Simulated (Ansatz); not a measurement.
# Dielectric function and optical constants of LiCl, part 2 of 2

Wanted: where LiCl starts to absorb, how strongly, and its refractive index. The cell comes from an older database entry, whose edges can differ from later determinations, mostly by under a per cent.

Ansatz 0.2.0; DFT, PBE, plane-wave PAW, default files, scalar-relativistic, independent-particle optical response without local fields.

So far. Step 2 (Ground state and bands): There is a gap, 6.33 eV on the path, so no carriers' term is needed. The cell is left with a pressure of 0.4 GPa, as it stands unrelaxed at this level.

The database entry behind the starting cell differs from later determinations by our own check (0.1 to 0.3 % short, probably kX units), so it need not match the best structure at ambient conditions.

## 3. Spectrum (continued)

The loss function −Im 1/ε at q → 0, any direction has structure finer than the step of the table below, so its rows give means over 1 eV, whole bins alone (the curve runs from 0 to 22 eV). Peaks (eV: height): 18.6: 1.85, 21.6: 5.69.

Loss function −Im 1/ε at q → 0, any direction against energy loss; means over each step:

| energy loss (eV) | loss function −Im 1/ε at q → 0, any direction |
| --- | --- |
| 5 | 0 |
| 6 | 0.00140 |
| 7 | 0.0315 |
| 8 | 0.0917 |
| 9 | 0.121 |
| 10 | 0.121 |
| 11 | 0.177 |
| 12 | 0.189 |
| 13 | 0.250 |
| 14 | 0.443 |
| 15 | 0.980 |
| 16 | 1.32 |
| 17 | 1.28 |
| 18 | 1.54 |
| 19 | 1.44 |
| 20 | 1.50 |
| 21 | 3.11 |

From ε follow the optical constants at some laser and lamp lines:

| wavelength (nm) | n | k | R (%) | 1/α |
| --- | --- | --- | --- | --- |
| 1550 | 1.81 | 0.000 | 8.3 | over 1 mm |
| 1064 | 1.81 | 0.000 | 8.3 | over 1 mm |
| 633 | 1.83 | 0.000 | 8.6 | over 1 mm |
| 450 | 1.86 | 0.000 | 9.0 | over 1 mm |
| 405 | 1.87 | 0.000 | 9.2 | over 1 mm |
| 308 | 1.93 | 0.000 | 10.1 | over 1 mm |
| 248 | 2.03 | 0.000 | 11.6 | over 1 mm |

Through 1 µm of it, D65 light comes out colourless (x = 0.313, y = 0.330; 84 % transmitted).

The first strong peak, at 9.03 eV, fits the highest filled and the lowest empty band, which run nearly parallel at that distance over 75 % of U–X; the match rests on energies alone.

The f-sum over the summed bands holds 7.4 of the cell's 10 electrons outside the frozen cores, 4 of which lie in bands more than 12 eV below the Fermi level, whose transitions come at higher energies. Up to 22 eV the strength has a mean oscillator energy of 10.7 eV, close to the main peak.

## 4. Static response with local fields

Perturbation theory gives the static response with local fields and the functional's kernel, and it needs no empty bands.

This step: DFT, PBE, plane-wave PAW, default files, scalar-relativistic, static field response by perturbation theory with local fields (Ansatz 0.2.0).

Input file input.yaml:

```yaml
crystal:
  lattice:
    - [0.0, 2.56477, 2.56477]
    - [2.56477, 0.0, 2.56477]
    - [2.56477, 2.56477, 0.0]
  atoms:
    - { symbol: Cl, position: [0.5, 0.5, 0.5] }
    - { symbol: Li, position: [0.0, 0.0, 0.0] }
kpoints:
  mp_grid: { grid: [8, 8, 8] }
scf:
  occupations: { method: fixed }
hamiltonian:
  xc: pbe
  pseudopotentials: { kind: paw }
dielectric: {}
```

Launch:

```console
$ ansatz run input.yaml --threads 4 --pin off --max-ram 8192MiB --backend cpu --events-out ev --progress --plain --runs-dir out
```

Numbers of over 12 decimals in the logs are rounded to 6 here.

Log:

```text
[...]
Crystal: 2 atoms, lattice volume = 33.742 Å³
Basis set: ecut = 420 eV, 645 PW (Γ), exchange–correlation on 50×50×50 points (8 copies of the dense FFT grid, shifted against one another)
Bands: 9, of which v1, the nominal top of the filled ones, is band 5 counted from 1 (4 counted from 0)
Symmetry: 48 space group operations
k-points: 59 of 512 (irreducible under 8 space group operations, time reversal used)
[...]
SCF iter   1: F=—  HF=-1287.833462 eV  |F-HF|=—  |Δ(HF+E_count)|=         —  Δρ=2.12e-4  dr2=1.46e-5  ethr=1.77e-3  ⟨swp⟩=5.2  Hψ=3340  notcnv=0  defer=87
[...]
SCF iter   6: F=-1287.833389 eV  HF=-1287.833389 eV  |F-HF|=0.00e0  |Δ(HF+E_count)|=  3.21e-10  Δρ=9.04e-8  dr2=2.38e-12  ethr=1.00e-12  ⟨swp⟩=3.9  Hψ=1978  notcnv=0
SCF 1 converged in 6 iterations: F = -1287.833389 eV  dr2 = 2.38e-12
[...]
DFPT response loops at Γ: preconditioner auto → none (the input reference at scf.mixing.eps_inf says where Resta's filter doesn't serve); β = 0.50; Broyden in place of MSR1
SCF converged after 6 iterations
Free energy (F): -1287.833389 eV
[...]
Internal energy: -1287.833389 eV  (E = F + TS)
E sigma→0 (E₀):  -1287.833389 eV
Fermi energy:    1.704808 eV
[...]
--- Band table (eV; the first three rows and the last of 59) ---
[...]
--- Dielectric response (ions clamped): 1 representative field direction + reference, on 59 of 512 k-points (Σ response iterations 7) ---
  k mesh reduced under 8 symmetry operations, with k and −k counted as one. Each operation leaves every solved perturbation unchanged. A smaller set is not considered because the run solves the response to a homogeneous field
  ε∞ (high-frequency dielectric tensor):
        2.960036    -0.000000     0.000000
        0.000000     2.960036    -0.000000
        0.000000     0.000000     2.960036
  Born effective charges Z* (e; rows j = field, columns β = displacement):
    site 0:
        -1.18540   -0.00000    0.00000
         0.00000   -1.18540   -0.00000
         0.00000   -0.00000   -1.18540
    site 1:
         1.18540    0.00000   -0.00000
        -0.00000    1.18540    0.00000
         0.00000    0.00000    1.18540
  Z* charge neutrality: 1.206e-5 e pre-enforcement
  k-mesh period / interband length: 29.0 Å / 1.26 Å = 22.96 at k = (0.0000, 0.0000, -0.5000), direct gap 7.000 eV — 14 or more, which is no proof of convergence
```

Wall time 1.5 s (4 threads of Intel Xeon Platinum 8259CL at 2.50GHz (Skylake/Cascade Lake), shared host); peak memory 0.35 GiB; 5.1 s of CPU time.

This step gave:

| Property | Result |
| --- | --- |
| electronic dielectric constant ε∞, mean over x, y and z (by symmetry where fewer were run) | 2.960 |

ε∞ with local fields:

```
2.96 0.00 0.00
0.00 2.96 0.00
0.00 0.00 2.96
```

Diagonal elements. Born, by row:

| atom | Z*xx (e) | Z*yy (e) | Z*zz (e) |
| --- | --- | --- | --- |
| Cl1 | -1.185 | -1.185 | -1.185 |
| Li2 | 1.185 | 1.185 | 1.185 |

Mean Born charges are Cl -1.19 and Li +1.19, against formal valences of -1 and +1. The largest lies a little above its ionic value.

## 5. Results

```yaml
gap_on_the_path: 6.33 eV
least_direct_gap_on_the_path: 6.33 eV
electronic_dielectric_constant_eps_infinity_mean_over_x_y_and_z_by_symmetry_where_fewer_were_run_independent_particles: 3.25
absorption_onset_first_axis_alpha_over_1e4_cm_minus1_or_the_direct_gap_if_that_lies_higher: 6.33 eV
main_peak_of_im_epsilon_first_axis: 9.92 eV
electronic_dielectric_constant_eps_infinity_mean_over_x_y_and_z_by_symmetry_where_fewer_were_run_static_response_with_local_fields: 2.96
```

At this level (PBE, independent particles) LiCl has ε∞ = 3.25 (2.96 with local fields) and n = 1.81 at 1550 nm; absorption sets in near 6.3 eV, and Im ε peaks at 9.9 eV. The gap on the path is direct, 6.33 eV. Absorption passes 10⁴ cm⁻¹ from the direct gap on, 6.33 eV, in the ultraviolet, so the visible is passed. Distinct maxima of Im ε, read by a parabola through the highest points, lie at 9.03 eV (7.5), 9.92 eV (8.2), 11.58 eV (5.1) and 19.37 eV (0.88). The first strong peak, at 9.03 eV, fits the highest filled and the lowest empty band, which run nearly parallel at that distance over 75 % of U–X; the match rests on energies alone. Through 1 µm of it, D65 light comes out colourless (x = 0.313, y = 0.330; 84 % transmitted). With local fields and the functional's kernel the static response is 2.96 against 3.25 for independent particles (-9 %). In the base spectrum excitons and phonon-assisted transitions are missing, and so are local fields; PBE gaps are as a rule too small, which pulls the onset down and ε∞ up. In the base run ε includes the program's bounded estimate of what the bands above those summed add.

[Logs are printed without paths, hosts, clocks, repeated set-up lines and the standing remarks that a program may print on its own settings, such as how far it seeks lower states.]

[Hosts, paths, dates, database ids (printed as entryN), source tags and the programs' standing remarks are cut or masked in the printed files.]
